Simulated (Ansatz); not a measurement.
**TiSi2 (Cmcm): the Drude term of Re ε in the infrared**

Re ε of TiSi2 (Cmcm) along x at low photon energies is read from one computed spectrum; the carriers' damping was typed as γ = 0.05 eV. x, y and z are the Cartesian axes of the input cell.

The structure is orthorhombic, space group Cmcm (No. 63). Conventional cell: a = 3.530 Å, b = 13.519 Å, c = 3.565 Å, α = 90.00°, β = 90.00°, γ = 90.00°. Ti on site c is surrounded by 10 Si at 2.58 to 2.81 Å. Si on site c is surrounded by 4 Si at 2.51 Å and 4 Ti at 2.66 to 2.67 Å. Si on site c is surrounded by 2 Si at 2.38 Å and 4 Ti at 2.58 Å.

Method: Ansatz 0.2.0, PBE, independent particles, k-mesh 10×10×10 with interpolation inside its cells, Gaussian parameter 0.1 eV.

Launch of the response step: `ansatz run input.yaml --threads 4 --pin off --max-ram 8192MiB --backend cpu --events-out ev --progress --plain --runs-dir out`. The run took 3.8 min, on 4 threads of Arm Neoverse V1, with other jobs on the host.

| photon energy E (eV) | wavelength (µm) | Re ε |
| --- | --- | --- |
| 0.25 | 4.96 | -180.5 |
| 0.30 | 4.13 | -133.3 |
| 0.35 | 3.54 | -101.9 |
| 0.40 | 3.10 | -77.7 |
| 0.50 | 2.48 | -39.5 |
| 0.60 | 2.07 | ? |
| 0.70 | 1.77 | 2.9 |

A Drude term over a constant background gives Re ε = ε_b − ωp²/(E² + γ²), linear in 1/(E² + γ²).

Working, on the rows shown:

| x = 1/(E² + γ²) (eV⁻²) | y = Re ε |
| --- | --- |
| 15.3846 | -180.5 |
| 10.8108 | -133.3 |
| 8 | -101.9 |
| 6.15385 | -77.7 |
| 3.9604 | -39.5 |
| 2.03046 | 2.9 |

Means: x̄ = 7.7234, ȳ = -88.333. Σ(x − x̄)(y − ȳ) = -1569, Σ(x − x̄)² = 117.3. Slope = -1569 / 117.3 = -13.37; intercept = ȳ − slope · x̄ = 14.911. The line misses the rows shown by at most 15.

Problem. Predict the last column of the withheld row from the fit.

Solution. At x = 2.7586 the line gives y = -21.966. The run gave -13.1, so the interpolation is off by 8.9, 5 % of the range in the table.

Refitted with all rows, the slope is -13.64 and the intercept 18.089. These give ωp = √(−slope) = 3.69 eV, against 3.64 eV from the program's Fermi-surface sum, and an intercept of 18.1. Taking the program's Drude term off the rows leaves 24 at the lowest energy and 30 at the highest, so the background isn't constant: interband transitions lie in or near the window, and neither fitted number can be trusted. The values come from a sum over the points of one k-mesh and carry its error, which is largest for Fermi-surface quantities.
